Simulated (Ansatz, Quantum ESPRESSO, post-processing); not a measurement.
# From contact to tunnelling: vacuum gaps between two Li(110) faces, part 5 of 5

Wanted: T at the Fermi level along a series, and its decay constant, for vacuum gaps between two Li(110) faces.

Quantum ESPRESSO 7.5; plane-wave DFT, PBE, GBRV ultrasoft pseudopotentials; cross-check by Ansatz 0.2.0 with PAW datasets.

So far. Step 12 (Transmission with pwcond.x, 8 Å): T goes from 0.0401 to 0.0103, a factor of 3.9. Step 13 (The same in Ansatz, 8 Å): Ansatz finds T = 0.00662 against pwcond's 0.0103.

## Step 14: Ground state, 9 Å

Level of this step: plane-wave DFT, PBE, GBRV ultrasoft pseudopotentials (Quantum ESPRESSO 7.5).

File j4.scf.in:

```
&control
  prefix = 'j4.scf'
  outdir = './out'
  pseudo_dir = './pseudo'
  calculation = 'scf'
  tprnfor = .true.
/
&system
  ibrav = 0
  nat = 12
  ntyp = 1
  ecutwfc = 40
  ecutrho = 200
  occupations = 'smearing'
  smearing = 'mv'
  degauss = 0.01
/
&electrons
  conv_thr = 1e-07
  mixing_beta = 0.25
  electron_maxstep = 120
  mixing_mode = 'local-TF'
/
ATOMIC_SPECIES
  Li  6.9400  li_pbe_v1.4.uspp.F.UPF
CELL_PARAMETERS angstrom
  3.44000000000000 0.00000000000000 0.00000000000000
  1.72000000000000 2.43244732728172 0.00000000000000
  0.00000000000000 0.00000000000000 35.75692060009896
ATOMIC_POSITIONS crystal
  Li  0.000000000000 0.000000000000 0.000000000000
  Li  0.500000000000 0.000000000000 0.068027315732
  Li  0.000000000000 0.000000000000 0.136054631465
  Li  0.500000000000 0.000000000000 0.204081947197
  Li  0.000000000000 0.000000000000 0.272109262930
  Li  0.500000000000 0.000000000000 0.340136578662
  Li  0.000000000000 0.000000000000 0.591836105606
  Li  0.500000000000 0.000000000000 0.659863421338
  Li  0.000000000000 0.000000000000 0.727890737070
  Li  0.500000000000 0.000000000000 0.795918052803
  Li  0.000000000000 0.000000000000 0.863945368535
  Li  0.500000000000 0.000000000000 0.931972684268
K_POINTS automatic
  8 10 1 0 0 0
```

The run is started by

```sh
$ OMP_NUM_THREADS=1 mpirun -n 2 pw.x -nk 2 -in j4.scf.in > j4.scf.out
```

The log of the run:

```text
[banner, memory and clock lines left out]
Program PWSCF v.7.5 starts
[...]
number of electrons       =        36.00
     number of Kohn-Sham states=           22
     kinetic-energy cutoff     =      40.0000  Ry
     charge density cutoff     =     200.0000  Ry
[...]
number of k points=    39  Marzari-Vanderbilt smearing, width (Ry)=  0.0100
[...]
Dense  grid:    96583 G-vectors     FFT dimensions: (  30,  25, 320)
[...]
Starting wfcs are   60 randomized atomic wfcs
     estimated scf accuracy    <       2.38101795 Ry
     estimated scf accuracy    <       1.60700008 Ry
     estimated scf accuracy    <       0.09011882 Ry
     estimated scf accuracy    <       0.48922609 Ry
     estimated scf accuracy    <       0.59895382 Ry
     estimated scf accuracy    <       0.34823503 Ry
     estimated scf accuracy    <       0.19627627 Ry
     estimated scf accuracy    <       0.19553333 Ry
     estimated scf accuracy    <       0.14098659 Ry
     estimated scf accuracy    <       0.16120198 Ry
     estimated scf accuracy    <       0.06244522 Ry
     estimated scf accuracy    <       0.02592005 Ry
     estimated scf accuracy    <       0.00591377 Ry
     estimated scf accuracy    <       0.00310606 Ry
     estimated scf accuracy    <       0.03179361 Ry
     estimated scf accuracy    <       0.01923675 Ry
     estimated scf accuracy    <       0.02590330 Ry
     estimated scf accuracy    <       0.02966385 Ry
     estimated scf accuracy    <       0.00155357 Ry
     estimated scf accuracy    <       0.00103358 Ry
     estimated scf accuracy    <       0.00067509 Ry
     estimated scf accuracy    <       0.00076866 Ry
     estimated scf accuracy    <       0.00042908 Ry
     estimated scf accuracy    <       0.00010710 Ry
     estimated scf accuracy    <       0.00001809 Ry
     estimated scf accuracy    <       0.00001432 Ry
     estimated scf accuracy    <       0.00000824 Ry
     estimated scf accuracy    <       0.00000148 Ry
     estimated scf accuracy    <       0.00000157 Ry
     estimated scf accuracy    <       0.00000023 Ry
     estimated scf accuracy    <       0.00000327 Ry
     estimated scf accuracy    <       0.00000018 Ry
     estimated scf accuracy    <       0.00000011 Ry
[...]
the Fermi energy is     0.3082 ev
!    total energy              =    -173.62601909 Ry
     estimated scf accuracy    <          2.2E-09 Ry
     smearing contrib. (-TS)   =      -0.00024947 Ry
     internal energy E=F+TS    =    -173.62576962 Ry
[...]
one-electron contribution =    -328.28192960 Ry
     hartree contribution      =     148.81587202 Ry
     xc contribution           =     -40.47142103 Ry
     ewald contribution        =      46.31170899 Ry
     convergence has been achieved in  34 iterations
[...]
Total force =     0.007073     Total SCF correction =     0.000074
[...]
```

The job ended after 8.6 min (2 MPI ranks of Arm Neoverse N1, shared host; peak memory 0.38 GiB; 17 min of CPU time).

Read from the output:

* free energy: -2362.3023 eV
* Fermi energy: 0.3082 eV

## Step 15: Transmission with pwcond.x, 9 Å

File j4.cond.in:

```
&inputcond
  outdir = './out'
  prefixt = 'j4.scf'
  tran_file = 'j4.cond.dat'
  bdl = 1.4142135610
  bds = 10.3944536628
  ikind = 1
  ewind = 4.0
  epsproj = 1e-05
  nz1 = 7
  energy0 = 0.4
  denergy = -0.4
/
21
  0.00000000 0.00000000 0.01562500
  0.00000000 0.12500000 0.03125000
  0.00000000 0.25000000 0.03125000
  0.00000000 0.37500000 0.03125000
  0.00000000 0.50000000 0.01562500
  0.12500000 0.00000000 0.06250000
  0.12500000 0.25000000 0.06250000
  0.12500000 0.37500000 0.06250000
  0.12500000 0.50000000 0.06250000
  0.25000000 0.00000000 0.06250000
  0.25000000 0.12500000 0.03125000
  0.25000000 0.37500000 0.06250000
  0.25000000 0.50000000 0.06250000
  0.25000000 0.62500000 0.03125000
  0.37500000 0.00000000 0.06250000
  0.37500000 0.12500000 0.06250000
  0.37500000 0.50000000 0.06250000
  0.37500000 0.62500000 0.06250000
  0.50000000 0.00000000 0.03125000
  0.50000000 0.12500000 0.06250000
  0.50000000 0.25000000 0.03125000
3
```

The run is started by

```sh
$ OMP_NUM_THREADS=1 mpirun -n 2 pwcond.x -in j4.cond.in > j4.cond.out
```

The log of the run:

```text
[banner, memory and clock lines left out]
Program PWCOND v.7.5 starts

     ./out/j4.scf.save/

     IMPORTANT: XC functional enforced from input :
     Exchange-correlation= PBE
                           (   1   4   3   4   0   0   0)
     Any further DFT definition will be discarded
     Please, verify this is what you really want

     Reading collected, re-writing distributed wavefunctions

===== INPUT FILE containing all the regions =====

     GEOMETRY:

     lattice parameter (alat)  =       6.5007  a.u.
     the volume                =    2019.1036 (a.u.)^3
[...]
---  E-Ef =   -0.4000000  k =    0.5000000   0.2500000
---  ie =          3  ik =         21
 Nchannels of the left tip =            1
 Right moving states:
   k1(2pi/a)   k2(2pi/a)   E-Ef (eV)
   0.4227263   0.0000092  -0.4000000
 Left moving states:
   k1(2pi/a)   k2(2pi/a)   E-Ef (eV)
  -0.4227263   0.0000092  -0.4000000

 to transmit
 Band j to band i transmissions and reflections:
    j         i     |T_ij|^2    |R_ij|^2

    1 -->     1     0.00000     1.00000
   Total T_j, R_j =    0.00000  1.00000

E-Ef(ev), T(x2 spins) =   -0.4000000   0.0000079
   T_tot     0.40000      0.25524E-01
   T_tot     0.00000      0.45689E-02
   T_tot    -0.40000      0.90479E-03
```

The job ended after 96 s (2 MPI ranks; peak memory 0.12 GiB; 3.2 min of CPU time).

Numbers from this step:

| Item | Value |
| --- | --- |
| transmission at the Fermi level, one spin | 0.002284 |
| conductance | 0.002284 G₀ |

Per spin; mean over the k mesh across the current. Table of transmission, zone mean by energy, zero at the Fermi level:

```csv
energy (eV),"transmission, zone mean"
-0.400,4.5e-4
0.000,0.00228
0.400,0.0128
```

T goes from 0.0103 to 0.00228, a factor of 4.5.

## Step 16: Cross-check with Ansatz, 9 Å

Level of this step: plane-wave DFT, PBE, Ansatz PAW (Ansatz 0.2.0).

File input.yaml:

```yaml
crystal:
  lattice:
    - [3.44, 0.0, 0.0]
    - [1.72, 2.4324473273, 0.0]
    - [0.0, 0.0, 35.7569206001]
  atoms:
    - { symbol: Li, position: [0.0, 0.0, 0.0] }
    - { symbol: Li, position: [0.5, 0.0, 0.0680273157] }
    - { symbol: Li, position: [0.0, 0.0, 0.1360546315] }
    - { symbol: Li, position: [0.5, 0.0, 0.2040819472] }
    - { symbol: Li, position: [0.0, 0.0, 0.2721092629] }
    - { symbol: Li, position: [0.5, 0.0, 0.3401365787] }
    - { symbol: Li, position: [0.0, 0.0, 0.5918361056] }
    - { symbol: Li, position: [0.5, 0.0, 0.6598634213] }
    - { symbol: Li, position: [0.0, 0.0, 0.7278907371] }
    - { symbol: Li, position: [0.5, 0.0, 0.7959180528] }
    - { symbol: Li, position: [0.0, 0.0, 0.8639453685] }
    - { symbol: Li, position: [0.5, 0.0, 0.9319726843] }
kpoints:
  mp_grid: { grid: [8, 10, 1] }
hamiltonian:
  xc: pbe
scf:
  occupations: { method: fermi_dirac, width: 0.1 }
  convergence: { dr2_threshold: 1.0e-08 }
output:
  transmission: { leads: [[0, 2]], e_range: [-0.4, 0.4], de: 0.4, kmesh: [8, 8] }
  write_potential: true
  write_density: true
  volumetric_format: npy
  elf: true
```

The run is started by

```sh
$ ansatz run input.yaml --threads 2 --pin off --max-ram 4096MiB --backend cpu --events-out ev --progress --plain --runs-dir out
```

The log of the run:

```text
[...]
Crystal: 12 atoms, lattice volume = 299.200 Å³
Basis set: ecut = 420 eV, 5759 PW (Γ)
Bands: 30, of which v1, the nominal top of the filled ones, is band 18 counted from 1 (17 counted from 0)
Symmetry: 4 space group operations
k-points: 42 of 80
[...]
k-point 41: bands = [... 14 lower, 0.3186, 0.3186, 0.3776, 0.3776, 0.4518, 0.4518, 0.5193, 0.5193, ... 8 higher]
--- Transmission ---
  basis      : 69 plane waves across, 45 finite elements along
  points     : 34, standing for a mesh of 8 x 8
[...]
channels       : 9.218750e-1 a spin
[...]
slowest decay  : 0.2531 /Å at (0.0000, 0.5000)
  junction   : crystal 0 to crystal 0, -0.52 to 30.37 Å
    transmission   : 1.353524e-3 a spin
[...]
[key lines of the parts left out:]
SCF converged after 6 iterations
Free energy (F): -2455.832381 eV
Fermi energy:    0.309690 eV
```

Elapsed: 57 s, on 2 threads; peak memory 0.65 GiB.

This step gave:

* free energy: -2455.8324 eV
* energy at zero smearing: -2455.7376 eV
* smearing term TS: 0.1896 eV
* Fermi energy: 0.3097 eV
* transmission at the Fermi level, one spin: 0.001354
* step of the lead's Hamiltonian over a period: 4.6 meV

Per spin; mean over the k mesh across the current. Transmission, zone mean against energy, zero at the Fermi level:

```csv
energy (eV),"transmission, zone mean"
-0.400,2.9e-4
0.000,0.00135
0.400,0.00636
```

Ansatz finds T = 0.00135 against pwcond's 0.00228.

## Step 17: The series side by side

All levels:

```csv
level,T by pwcond,T by Ansatz,lead channels,CPU time (s)
5 Å,0.2602,0.2335,0.9219,1098
6 Å,0.1246,0.1042,0.9219,816.8
7 Å,0.04008,0.02976,0.9219,1008
8 Å,0.01028,0.00662,0.9219,1067
9 Å,0.002284,0.001354,0.9219,1227
```

## Step 18: A check by hand

For the narrowest barrier, the Landauer sum over the mesh, Σ w T = 0.0625 × 0.988 + 0.0625 × 0.601 + 0.0625 × 0.539 + … = 0.2602.

G = 0.26 × 77.48 µS = 20.2 µS a cell. Times the area of 8.368 Å², the resistance-area product is A/G = 4.15 fΩ m², the leads' contact resistance included.

Free electrons at 1 an atom (2 atoms in 40.7 Å³) have k_F = 1.133 1/Å and offer A k_F²/4π = 0.85 channels per spin; the lead has 0.92 on this mesh.

κ = ln(T₁/T₂)/(2Δd) = ln(0.01028/0.002284)/(2 × 1 Å) = 0.75 1/Å.

## Step 19: Outcome

```json
{
 "conductance a cell at 5 Å": "0.260 G₀",
 "conductance a cell at 6 Å": "0.125 G₀",
 "conductance a cell at 7 Å": "0.0401 G₀",
 "conductance a cell at 8 Å": "0.0103 G₀",
 "conductance a cell at 9 Å": "0.00228 G₀",
 "fall of ln T per Å over the last interval": "1.50"
}
```

**Reading.** The conductance goes from 0.260 G₀ at 5 Å to 0.00228 G₀ at 9 Å (PBE, GBRV ultrasoft). Interval by interval ln T falls by 0.74, 1.13, 1.36 and 1.50 per Å. The last interval gives κ = 0.75 1/Å in T ∝ exp(−2κd), an apparent barrier of (κ/0.512)² = 2.2 eV. Ansatz follows the series within a factor of 1.69. Points with over 2.5 times the mean carry up to 92 % of T, so the means lean on few points, and the mesh was not tested. The geometries are as built, not relaxed, and the leads are short. Semilocal functionals lack the image potential in a vacuum gap.

[Long decimals in the printed logs are rounded to 6 places.]

[Repeated lines of the later SCF iterations (solver, time, negative density, dipole) and banner, clock, host and MPI lines are left out of these logs without a mark at each place.]

[Logs are printed without paths, hosts, clocks, repeated set-up lines and the standing remarks that a program may print on its own settings, such as how far it seeks lower states.]

[Hosts, paths, dates, database ids (printed as entryN), source tags and the programs' standing remarks are cut or masked in the printed files.]

[Maps of the electrostatic potential energy from Ansatz leave out the sawtooth potential of an applied field or a dipole correction, so their vacuum need not be flat; planar profiles and work functions include it.]
